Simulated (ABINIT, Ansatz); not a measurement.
# Lattice dynamics of Tm (P6_3/mmc) in two programs, part 3 of 4

Aim: the phonon dispersion of Tm (P6_3/mmc), checked by a second program.

ABINIT 10.8.3; DFT PBEsol, scalar-relativistic, plane waves, PseudoDojo norm-conserving, 4f in core pseudopotentials (the lanthanide files made for PBE).

So far. Step 4 (Ground state): The cell stands at -2.8 GPa: the relaxation ran with a smoothed and higher cutoff, and the difference is a stress of the finite basis. Step 5 (Linear response at Γ): The acoustic modes at Γ come out as far as 4.1 cm⁻¹ from zero, where they should vanish, a small numerical error. The relaxed cell has a = 3.485, c = 5.435 Å (conventional setting).

### 7. Dispersion

anaddb transforms the dynamical matrices to force constants and back along the path; points of the mesh come back as solved, but for the sum rule and, in polar crystals, the LO-TO term at Γ; the rest is interpolation.

anaddb.abi

```
ddb_filepath "all_DDB"
output_file "anaddb.abo"
outdata_prefix "anaddb"
ifcflag 1
ngqpt 3 3 2
nqshft 1
q1shft 0.0 0.0 0.0
asr 1
chneut 0
dipdip 0
dipquad 0
quadquad 0
enunit 0
eivec 0
nph1l 93
qph1l 
    0.0 0.0 0.0 1.0
    0.05 0.0 0.0 1.0
    0.1 0.0 0.0 1.0
    0.15 0.0 0.0 1.0
    0.2 0.0 0.0 1.0
    0.25 0.0 0.0 1.0
    0.3 0.0 0.0 1.0
    0.35 0.0 0.0 1.0
    0.4 0.0 0.0 1.0
    0.45 0.0 0.0 1.0
    0.5 0.0 0.0 1.0
    0.48333333 0.03333333 0.0 1.0
    0.46666667 0.06666667 0.0 1.0
    0.45 0.1 0.0 1.0
    0.43333333 0.13333333 0.0 1.0
    0.41666667 0.16666667 0.0 1.0
    0.4 0.2 0.0 1.0
    0.38333333 0.23333333 0.0 1.0
    0.36666667 0.26666667 0.0 1.0
    0.35 0.3 0.0 1.0
    0.33333333 0.33333333 0.0 1.0
    0.3 0.3 0.0 1.0
    0.26666667 0.26666667 0.0 1.0
    0.23333333 0.23333333 0.0 1.0
    0.2 0.2 0.0 1.0
    0.16666667 0.16666667 0.0 1.0
    0.13333333 0.13333333 0.0 1.0
    0.1 0.1 0.0 1.0
    0.06666667 0.06666667 0.0 1.0
    0.03333333 0.03333333 0.0 1.0
    0.0 0.0 0.0 1.0
    0.0 0.0 0.05 1.0
    0.0 0.0 0.1 1.0
    0.0 0.0 0.15 1.0
    0.0 0.0 0.2 1.0
    0.0 0.0 0.25 1.0
    0.0 0.0 0.3 1.0
    0.0 0.0 0.35 1.0
    0.0 0.0 0.4 1.0
    0.0 0.0 0.45 1.0
    0.0 0.0 0.5 1.0
    0.05 0.0 0.5 1.0
    0.1 0.0 0.5 1.0
    0.15 0.0 0.5 1.0
    0.2 0.0 0.5 1.0
    0.25 0.0 0.5 1.0
    0.3 0.0 0.5 1.0
    0.35 0.0 0.5 1.0
    0.4 0.0 0.5 1.0
    0.45 0.0 0.5 1.0
    0.5 0.0 0.5 1.0
    0.48333333 0.03333333 0.5 1.0
    0.46666667 0.06666667 0.5 1.0
    0.45 0.1 0.5 1.0
    0.43333333 0.13333333 0.5 1.0
    0.41666667 0.16666667 0.5 1.0
    0.4 0.2 0.5 1.0
    0.38333333 0.23333333 0.5 1.0
    0.36666667 0.26666667 0.5 1.0
    0.35 0.3 0.5 1.0
    0.33333333 0.33333333 0.5 1.0
    0.3 0.3 0.5 1.0
    0.26666667 0.26666667 0.5 1.0
    0.23333333 0.23333333 0.5 1.0
    0.2 0.2 0.5 1.0
    0.16666667 0.16666667 0.5 1.0
    0.13333333 0.13333333 0.5 1.0
    0.1 0.1 0.5 1.0
    0.06666667 0.06666667 0.5 1.0
    0.03333333 0.03333333 0.5 1.0
    0.0 0.0 0.5 1.0
    0.5 0.0 0.5 1.0
    0.5 0.0 0.45 1.0
    0.5 0.0 0.4 1.0
    0.5 0.0 0.35 1.0
    0.5 0.0 0.3 1.0
    0.5 0.0 0.25 1.0
    0.5 0.0 0.2 1.0
    0.5 0.0 0.15 1.0
    0.5 0.0 0.1 1.0
    0.5 0.0 0.05 1.0
    0.5 0.0 0.0 1.0
    0.33333333 0.33333333 0.5 1.0
    0.33333333 0.33333333 0.45 1.0
    0.33333333 0.33333333 0.4 1.0
    0.33333333 0.33333333 0.35 1.0
    0.33333333 0.33333333 0.3 1.0
    0.33333333 0.33333333 0.25 1.0
    0.33333333 0.33333333 0.2 1.0
    0.33333333 0.33333333 0.15 1.0
    0.33333333 0.33333333 0.1 1.0
    0.33333333 0.33333333 0.05 1.0
    0.33333333 0.33333333 0.0 1.0
```

mrgddb.in

```
all_DDB
merged
6
dfpt_gammao_DDB
dfpt_qo_DS1_DDB
dfpt_qo_DS2_DDB
dfpt_qo_DS3_DDB
dfpt_qo_DS4_DDB
dfpt_qo_DS5_DDB
```

Launch:

```sh
$ mrgddb < mrgddb.in > mrgddb.log
$ OMP_NUM_THREADS=1 anaddb anaddb.abi > anaddb.log
```

anaddb.abo, the main output file:

```text
[banners, grids, parts of the stress and lines that vanish by symmetry left out]
-outvars_anaddb: echo values of input variables ----------------------

 Flags :
[...]
Phonon wavevector (reduced coordinates) :  0.00000  0.00000  0.00000
 Phonon energies in Hartree :
[...]
Phonon frequencies in cm-1    :
-  0.000000E+00  0.000000E+00  0.000000E+00  6.874654E+01  6.874654E+01
-  1.197689E+02
[...]
Phonon wavevector (reduced coordinates) :  0.05000  0.00000  0.00000
 Phonon energies in Hartree :
[...]
Phonon frequencies in cm-1    :
-  1.023069E+01  1.074063E+01  1.617437E+01  6.976563E+01  7.009605E+01
-  1.197922E+02
[...]
Phonon wavevector (reduced coordinates) :  0.10000  0.00000  0.00000
 Phonon energies in Hartree :
[...]
Phonon frequencies in cm-1    :
-  2.017467E+01  2.100861E+01  3.190487E+01  7.261556E+01  7.380698E+01
-  1.197993E+02
[...]
Phonon wavevector (reduced coordinates) :  0.15000  0.00000  0.00000
 Phonon energies in Hartree :
[...]
Phonon frequencies in cm-1    :
-  2.958024E+01  3.038528E+01  4.676667E+01  7.676816E+01  7.905987E+01
-  1.196251E+02
[...]
Phonon wavevector (reduced coordinates) :  0.20000  0.00000  0.00000
 Phonon energies in Hartree :
[...]
Phonon frequencies in cm-1    :
-  3.825669E+01  3.855160E+01  6.037291E+01  8.157325E+01  8.492768E+01
-  1.190660E+02
[...]
Phonon wavevector (reduced coordinates) :  0.25000  0.00000  0.00000
 Phonon energies in Hartree :
[...]
Phonon frequencies in cm-1    :
-  4.531636E+01  4.608178E+01  7.239193E+01  8.642609E+01  9.063546E+01
-  1.179595E+02
  Phonon wavevector (reduced coordinates) :  0.30000  0.00000  0.00000
 Phonon energies in Hartree :
[...]
Phonon frequencies in cm-1    :
-  5.062108E+01  5.298039E+01  8.256010E+01  9.085139E+01  9.564411E+01
-  1.162600E+02
  Phonon wavevector (reduced coordinates) :  0.35000  0.00000  0.00000
 Phonon energies in Hartree :
[...]
Phonon frequencies in cm-1    :
-  5.452043E+01  5.886725E+01  9.068786E+01  9.452136E+01  9.963024E+01
-  1.141006E+02
  Phonon wavevector (reduced coordinates) :  0.40000  0.00000  0.00000
 Phonon energies in Hartree :
[...]
Phonon frequencies in cm-1    :
-  5.714248E+01  6.355803E+01  9.665615E+01  9.723737E+01  1.024286E+02
-  1.118365E+02
  Phonon wavevector (reduced coordinates) :  0.45000  0.00000  0.00000
 Phonon energies in Hartree :
[...]
Phonon frequencies in cm-1    :
-  5.863658E+01  6.669423E+01  9.889585E+01  1.003837E+02  1.039902E+02
-  1.100400E+02
  Phonon wavevector (reduced coordinates) :  0.50000  0.00000  0.00000
 Phonon energies in Hartree :
[...]
Phonon frequencies in cm-1    :
-  5.911988E+01  6.781695E+01  9.945252E+01  1.016953E+02  1.044447E+02
-  1.093421E+02
  Phonon wavevector (reduced coordinates) :  0.48333  0.03333  0.00000
 Phonon energies in Hartree :
[...]
Phonon frequencies in cm-1    :
-  5.966742E+01  6.804566E+01  9.869901E+01  1.022895E+02  1.043531E+02
-  1.090809E+02
  Phonon wavevector (reduced coordinates) :  0.46667  0.06667  0.00000
 Phonon energies in Hartree :
[...]
Phonon frequencies in cm-1    :
-  6.125182E+01  6.872949E+01  9.725801E+01  1.032644E+02  1.040815E+02
-  1.083042E+02
  Phonon wavevector (reduced coordinates) :  0.45000  0.10000  0.00000
 Phonon energies in Hartree :
[...]
Phonon frequencies in cm-1    :
-  6.371353E+01  6.986111E+01  9.560880E+01  1.036395E+02  1.041760E+02
-  1.070319E+02
[...]
Phonon wavevector (reduced coordinates) :  0.10000  0.00000  0.50000
 Phonon energies in Hartree :
[...]
Phonon frequencies in cm-1    :
-  5.416561E+01  5.416561E+01  5.596813E+01  5.596813E+01  8.557380E+01
-  8.557380E+01
  Phonon wavevector (reduced coordinates) :  0.15000  0.00000  0.50000
 Phonon energies in Hartree :
[...]
Phonon frequencies in cm-1    :
-  5.834266E+01  5.834266E+01  6.086750E+01  6.086750E+01  8.734413E+01
-  8.734413E+01
  Phonon wavevector (reduced coordinates) :  0.20000  0.00000  0.50000
 Phonon energies in Hartree :
[...]
Phonon frequencies in cm-1    :
-  6.294195E+01  6.294195E+01  6.463748E+01  6.463748E+01  9.081120E+01
-  9.081120E+01
  Phonon wavevector (reduced coordinates) :  0.25000  0.00000  0.50000
 Phonon energies in Hartree :
[...]
Phonon frequencies in cm-1    :
-  6.663917E+01  6.663917E+01  6.734446E+01  6.734446E+01  9.577046E+01
-  9.577046E+01
  Phonon wavevector (reduced coordinates) :  0.30000  0.00000  0.50000
 Phonon energies in Hartree :
[...]
Phonon frequencies in cm-1    :
-  6.739138E+01  6.739138E+01  7.114631E+01  7.114631E+01  1.011783E+02
-  1.011783E+02
  Phonon wavevector (reduced coordinates) :  0.35000  0.00000  0.50000
 Phonon energies in Hartree :
[...]
Phonon frequencies in cm-1    :
-  6.755511E+01  6.755511E+01  7.413769E+01  7.413769E+01  1.060550E+02
-  1.060550E+02
[...]
Phonon wavevector (reduced coordinates) :  0.33333  0.33333  0.05000
 Phonon energies in Hartree :
[...]
Phonon frequencies in cm-1    :
-  8.221239E+01  8.221239E+01  9.043170E+01  9.043170E+01  9.896980E+01
-  1.069663E+02
  Phonon wavevector (reduced coordinates) :  0.33333  0.33333  0.00000
 Phonon energies in Hartree :
[...]
Phonon frequencies in cm-1    :
-  8.489950E+01  8.489950E+01  8.805543E+01  8.805543E+01  9.899483E+01
-  1.070853E+02
-
```

Run time: 0.53 s. Hardware: 1 thread of Arm Neoverse V1, shared host.

This step gave:

| Item | Value |
| --- | --- |
| lowest frequency on the path | 0 cm⁻¹ |

Anaddb. Phonon branches along the path, in cm⁻¹:

```
    point  branch 1  branch 2  branch 3  branch 4  branch 5  branch 6
        Γ         0         0         0        69        69       120
  halfway        45        46        72        86        91       118
        M        59        68       100       102       104       109
  halfway        70        73        92       102       103       106
        K        85        85        88        88        99       107
  halfway        52        59        71        93        94       116
        Γ         0         0         0        69        69       120
  halfway        28        28        46        64        64       111
        A        50        50        50        50        85        85
  halfway        67        67        67        67        96        96
        L        67        67        78        78       113       113
  halfway        58        58        90        90       110       110
        H        53        53       100       100       106       106
  halfway        61        61        78        78        98        98
        A        50        50        50        50        85        85
jump to L        67        67        78        78       113       113
  halfway        63        64        88        93       108       113
        M        59        68       100       102       104       109
jump to H        53        53       100       100       106       106
  halfway        65        65        99       101       101       104
        K        85        85        88        88        99       107
```

The phonon branches as a text plot (rows in cm⁻¹):

```
    117 |*****           *******
    112 |     **                *        ****           ****
    107 |       *********               *    *****        **** **
    102 |      *****   **        *     *       *  *         ***
     97 |    *****  ***               *       * *  *       ******
     92 |    **   ***    *        *          *      *     *     *
     87 |   *       **    *        ***      *    *   *** **
     82 |   **      * **   *               *      *     *       *
     77 |  *       *    *  **     *      **        *     *
     72 |**       **   * *  **         **           *   *      *
     67 |*      ***     *     **      *****              * **
     62 |   *  *          *     **   *     *       ***  ****  *
     57 |     ****       *       *  **      **   **  **     *
     52 |    **          * *      ***         ***      *     *
     47 |  *              *     * *
     42 |                 *
     37 |   *              **    *
     32 | **               *
     27 |  *                *   *
     22 | *                 *
     17 |*                   * *
     12 |*                   * *
      7 |
      2 |                     *
         Γ      M    K        Γ   A       L    H       A|L M|H  K
```

All branches are real along the path.

### 8. Sums over the zone

Sums over the zone need many more wavevectors than were solved, so the interpolation is sampled on a dense mesh.

anaddb.abi

```
ddb_filepath "all_DDB"
output_file "anaddb.abo"
outdata_prefix "anaddb"
ifcflag 1
ngqpt 3 3 2
nqshft 1
q1shft 0.0 0.0 0.0
asr 1
chneut 0
dipdip 0
dipquad 0
quadquad 0
prtdos 2
ng2qpt 15 15 8
dosdeltae 4.5563e-06
ntemper 11
temperinc 100.0
tempermin 0.0
```

Launch:

```sh
$ OMP_NUM_THREADS=1 anaddb anaddb.abi > anaddb.log
```

anaddb.abo, the main output file:

```text
-outvars_anaddb: echo values of input variables ----------------------

 Flags :
     ifcflag         1
 Miscellaneous information :
         asr         1
      chneut         0
 Interatomic Force Constants Inputs :
      dipdip         0
     dipquad         0
    quadquad         0
      ifcana         0
      ifcout         0
 Description of grid 1 :
        brav         1
       ngqpt         3         3         2
      nqshft         1
      q1shft
                     0.00000000E+00  0.00000000E+00  0.00000000E+00
 Phonon DOS information :
   dosdeltae  4.55630000E-06
    dossmear  4.55633525E-06
 Description of grid 2 (Fourier interp. or BZ sampling):
      ng2qpt        15        15         8
      ngrids         4
      q2shft         0.00000000E+00  0.00000000E+00  0.00000000E+00

================================================================================

 read the DDB information and perform some checks

  ==== Info on the Cryst% object ====
 Real(R)+Recip(G) space primitive vectors, cartesian coordinates (Bohr,Bohr^-1):
 R(1)=  6.5858170  0.0000000  0.0000000  G(1)=  0.1518415  0.0876657  0.0000000
 R(2)= -3.2929085  5.7034848  0.0000000  G(2)=  0.0000000  0.1753314  0.0000000
 R(3)=  0.0000000  0.0000000 10.2697451  G(3)=  0.0000000  0.0000000  0.0973734
 Unit cell volume ucvol=  3.8575326E+02 bohr^3
 Angles (23,13,12)=  9.00000000E+01  9.00000000E+01  1.20000000E+02 degrees
 Time-reversal symmetry is present
 Reduced atomic positions [iatom, xred, symbol]:
    1)    0.3333333  0.6666667  0.2500000  Tm
    2)    0.6666667  0.3333333  0.7500000  Tm

 DDB file with 6 blocks has been read.

================================================================================

 Calculation of the interatomic forces

       Homogeneous q point set in the B.Z.
 Grid q points  :       18
  1)   0.00000000E+00  0.00000000E+00  0.00000000E+00
  2)   3.33333333E-01  0.00000000E+00  0.00000000E+00
  3)  -3.33333333E-01  0.00000000E+00  0.00000000E+00
  4)   0.00000000E+00  3.33333333E-01  0.00000000E+00
  5)   3.33333333E-01  3.33333333E-01  0.00000000E+00
  6)  -3.33333333E-01  3.33333333E-01  0.00000000E+00
  7)   0.00000000E+00 -3.33333333E-01  0.00000000E+00
  8)   3.33333333E-01 -3.33333333E-01  0.00000000E+00
  9)  -3.33333333E-01 -3.33333333E-01  0.00000000E+00
 10)   0.00000000E+00  0.00000000E+00  5.00000000E-01
 11)   3.33333333E-01  0.00000000E+00  5.00000000E-01
 12)  -3.33333333E-01  0.00000000E+00  5.00000000E-01
 13)   0.00000000E+00  3.33333333E-01  5.00000000E-01
 14)   3.33333333E-01  3.33333333E-01  5.00000000E-01
 15)  -3.33333333E-01  3.33333333E-01  5.00000000E-01
 16)   0.00000000E+00 -3.33333333E-01  5.00000000E-01
 17)   3.33333333E-01 -3.33333333E-01  5.00000000E-01
 18)  -3.33333333E-01 -3.33333333E-01  5.00000000E-01

 The interatomic forces have been obtained

================================================================================

 Calculation of phonon density of states

 Average speed of sound partial sums:     0.9498330499E-03 (at units)
-                                   =           2.0779 [km/s]

 Debye frequency from partial sums:     0.5085820929E-03 (Ha)
-                                 =     0.3346309419E+01 (THz)
-Debye temperature from partial sums:     0.1605975230E+03 (K)

 Average speed of sound:     0.1000496953E-02 (at units)
-                      =           2.1888 [km/s]

 Debye frequency from DOS:     0.5357097592E-03 (Ha)
-                        =     0.3524800888E+01 (THz)
-Debye temperature from DOS:     0.1691637625E+03 (K)

-
```

Wall time 0.55 s (1 thread).

Numbers from this step:

```
share of modes beyond 3i cm⁻¹ on the dense interpolated mesh : 0
zero-point energy per atom                                   : 15.16 meV
heat capacity at 300 K                                       : 24.61 J/(mol atoms K)
vibrational entropy at 300 K                                 : 49.56 J/(mol atoms K)
```

The phonon density of states has structure finer than the step of the table below, so its rows give means over 5 cm⁻¹, whole bins alone (the curve runs from -30 to 150 cm⁻¹). Peaks (cm⁻¹: height): 60.0: 0.105, 87.0: 0.101, 104.0: 0.112, 111.0: 0.128.

Tetrahedra. Phonon density of states against wavenumber; means over each step:

wavenumber (cm⁻¹), phonon density of states (1/cm⁻¹/cell) and a bar:
```
        0      0.000 
        5      0.000 
       10      0.000 
       15      0.001 
       20      0.002 #
       25      0.004 #
       30      0.007 ##
       35      0.010 ###
       40      0.015 ####
       45      0.022 ######
       50      0.036 #########
       55      0.088 #######################
       60      0.097 #########################
       65      0.083 #####################
       70      0.074 ###################
       75      0.067 #################
       80      0.078 ####################
       85      0.090 #######################
       90      0.086 ######################
       95      0.086 ######################
      100      0.089 #######################
      105      0.099 #########################
      110      0.118 ##############################
      115      0.038 ##########
      120      0.008 ##
      125      0.000
```

Harmonic thermodynamic functions per atom, summed over the density of states scaled to three modes an atom; melting is ignored. Thermodynamic functions:

```
T (K)  F_vib (meV/atom)  S (J/mol-atom/K)  C_V (J/mol-atom/K)
    0             15.16                 0                   0
   50             13.49             9.908               16.04
  100              4.62             23.45               22.14
  200            -28.93             39.66                24.2
  300             -75.5             49.56               24.61
  400            -130.7             56.66               24.75
  500            -192.4              62.2               24.82
  600            -259.3             66.73               24.86
  700            -330.5             70.56               24.88
  800            -405.4             73.88                24.9
  900            -483.5             76.82               24.91
 1000            -564.5             79.44               24.91
```

At 300 K the heat capacity has reached 99 % of the Dulong-Petit value.

[end of part 3 of 4]

[Host names and launcher messages were left out of these logs when they were recorded.]

[Logs are printed without paths, hosts, clocks, repeated set-up lines and the standing remarks that a program may print on its own settings, such as how far it seeks lower states.]

[Hosts, paths, dates, database ids (printed as entryN), source tags and the programs' standing remarks are cut or masked in the printed files.]
